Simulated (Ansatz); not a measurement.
# Elastic response of glassy 80GeO2-20CaO (mol %) (98 atoms): runs compared

Aim: relax glassy 80GeO2-20CaO (mol %) (98 atoms), then change its volume and shape to read moduli from the stress.

Computed with Ansatz 0.2.0: Kohn-Sham DFT, PBE, PAW (set soft_2), plane waves.

**1. The cell as built**

The cell holds 98 atoms: 28 Ge, 7 Ca and 63 O. Its edges and angles: a = 11.372 Å, b = 11.372 Å, c = 11.372 Å, α = 90.0°, β = 90.0°, γ = 90.0°. 98 atoms (28 Ge, 7 Ca, 63 O) placed at random at 3.67 g/cm³, melted at 4000 K for 10 ps at fixed volume with the Morse and Coulomb pair potential with partial charges (Pedone, Malavasi, Menziani, Cormack and Segre, J. Phys. Chem. B 110, 11780 (2006)). Quenched from 3000 K to 300 K at 50 K/ps and fixed volume, held 10 ps at zero pressure.

Limits known from the start: The quench rate of 50 K/ps is orders of magnitude faster than experiment, which tends to freeze in extra defects. The network of bonds at the start is that of the classical potential that made the cell, and needn't be the one that DFT or experiment would give. The Brillouin zone is sampled at Γ only.

**2. The reference run**

The reference is a single point at the end of the relaxation.

Every strained cell starts from the geometry of this run, and its atoms are relaxed with the cell held.

Its input, with most atom lines left out:

```yaml
crystal:
  lattice:
    - [11.2726, 0.02208, -0.24411]
    - [0.02208, 11.27596, 0.33085]
    - [-0.24411, 0.33085, 11.39539]
  atoms:
    - { symbol: Ge, position: [0.62144, 0.50268, 0.1015] }
    - { symbol: Ge, position: [0.35711, 0.93597, 0.56721] }
    - { symbol: Ge, position: [0.93572, 0.72081, 0.46788] }
    - { symbol: Ge, position: [0.32056, 0.39924, 0.811] }
    - { symbol: Ge, position: [0.56702, 0.38007, 0.64075] }
    - { symbol: Ge, position: [0.50444, 0.9939, 0.09726] }
    - { symbol: Ge, position: [0.13591, 0.81847, 0.86386] }
    [... atom lines 8 to 98 left out ...]
kpoints:
  mp_grid: { grid: [1, 1, 1] }
hamiltonian:
  xc: pbe
scf:
  occupations: { method: fixed }
output:
  forces: true
  stress: true
  populations: true
  dos:
    method: { smearing: { sigma: 0.15 } }
    de: 0.1
    projected: { site_lists: { Ca: [Ca], Ge: [Ge], O: [O] } }
  eigenvalues: true
  write_density: true
  write_potential: true
  volumetric_format: npy
  elf: true
```

| Item | Value |
| --- | --- |
| free energy per atom | -1721.8555 eV/atom |
| r.m.s. force component | 0.00779 eV/Å |
| pressure | 0.01125 GPa |

Filled and empty levels are parted by 1.79 eV (at Γ alone); a semilocal functional tends to put such gaps too low. In a disordered cell it changes from sample to sample, and tail or defect levels can set it.

**3. The runs**

Each row is one run, on 4 threads of Arm Neoverse V2, shared host. The free energy is the program's total, comparable only between runs with the same functional, potentials and atoms.

```
                                 run  atoms    outcome  ionic steps, all passes  free energy (eV)     time  host memory (GiB)
           Single point at the start     98  converged                        -       -168728.842     18 s                2.0
              Cell and atoms relaxed     98  converged                       21       -168741.841  6.1 min                2.1
Single point at the relaxed geometry     98  converged                        -       -168741.840     30 s                2.1
                         Volume -3 %     98  converged                        8       -168741.670  2.7 min                2.1
                         Volume +3 %     98  converged                       10       -168741.678  3.8 min                2.2
                         Volume -6 %     98  converged                       13       -168741.164  4.5 min                2.0
                         Volume +6 %     98  converged                        9       -168741.219  3.3 min                2.2
                        Volume -10 %     98  converged                       11       -168739.719  3.9 min                1.9
            Stretched by 1 % along x     98  converged                        7       -168741.800  2.8 min                2.2
           Compressed by 1 % along x     98  converged                        8       -168741.806    3 min                2.1
                Sheared by 2 % in xy     98  converged                        5       -168741.798  1.8 min                2.2
```

In some runs the program notes that the exchange-correlation potential is rough where the density is thin and the SCF threshold is loose for the stress.

**4. Pressure against volume**

Atoms are relaxed at each volume, in the scaled cell.

```
volume change (%)  volume (Å³/atom)  energy change (meV/atom)  pressure (GPa)  largest move on relaxing (Å)  bonds  gap (eV)
              -10            13.285                     21.65            5.30                          0.56    162                1.98
               -6            13.875                      6.90            2.77                          0.48    159                1.90
               -3            14.318                      1.74            1.29                          0.19    156                1.83
               +0            14.761                      0.00            0.01                             -    155                1.79
               +3            15.203                      1.66           -1.16                          0.19    154                1.75
               +6            15.646                      6.34           -2.18                          0.37    151                1.72
```

**5. Uniaxial strain and shear**

Stress (GPa, compression positive) less that of the relaxed cell, atoms relaxed:

```
                   strain      xx      yy      zz      xy  energy change (meV/atom)
 stretched by 1 % along x  -0.763  -0.308  -0.176  -0.038                      0.41
compressed by 1 % along x   0.804   0.301   0.181   0.025                      0.35
     sheared by 2 % in xy  -0.067  -0.132  -0.037  -0.411                      0.43
```

**6. Outcome**

The bulk modulus, from the slope of pressure against ln V over the three points nearest the relaxed volume, is 40.8 GPa; a quadratic over all points gives a pressure derivative of about 4.2. The count of bonds runs from 151 to 162 over the series, so at some points contacts cross the cutoffs. At -10 % some atom moved by over 0.5 Å on relaxing, so that point may sit in another local minimum. The gap goes from 1.98 eV at the smallest volume to 1.72 eV at the largest, -1.6 eV per unit of ln V by a straight line, on the run's k-points. In the Cartesian axes of the cell, finite differences give C11 = 78.4, C12 = 30.4, C13 = 17.8 and C66 = 20.6 GPa (the shear of 2 % is the engineering strain, εxy = 0.01). The mean of C11, C12 and C13, which equals the bulk modulus in a cubic or isotropic solid, is 42.2 GPa: it agrees with the bulk modulus within 10 %. For an isotropic solid C66 would equal (C11 − C12)/2 = 24.0 GPa; so small a sample needn't be isotropic, and C66 rests on one shear. With the bulk modulus and C66 as K and G, Young's modulus would be about 53 GPa and Poisson's ratio 0.28.

**Limits.** Strains are finite and relaxations stop at the force tolerance of the input, which can leave moduli too stiff; they are those of a static cell at zero temperature. Volumes are changed with the cell's shape held, so in an anisotropic solid the modulus lies over the one under free hydrostatic load. The program notes that the SCF threshold of the relaxations is loose for the stress.

The DFT runs together took 33 min of wall time.

[Logs are printed without paths, hosts, clocks, repeated set-up lines and the standing remarks that a program may print on its own settings, such as how far it seeks lower states.]

[Hosts, paths, dates, database ids (printed as entryN), source tags and the programs' standing remarks are cut or masked in the printed files.]
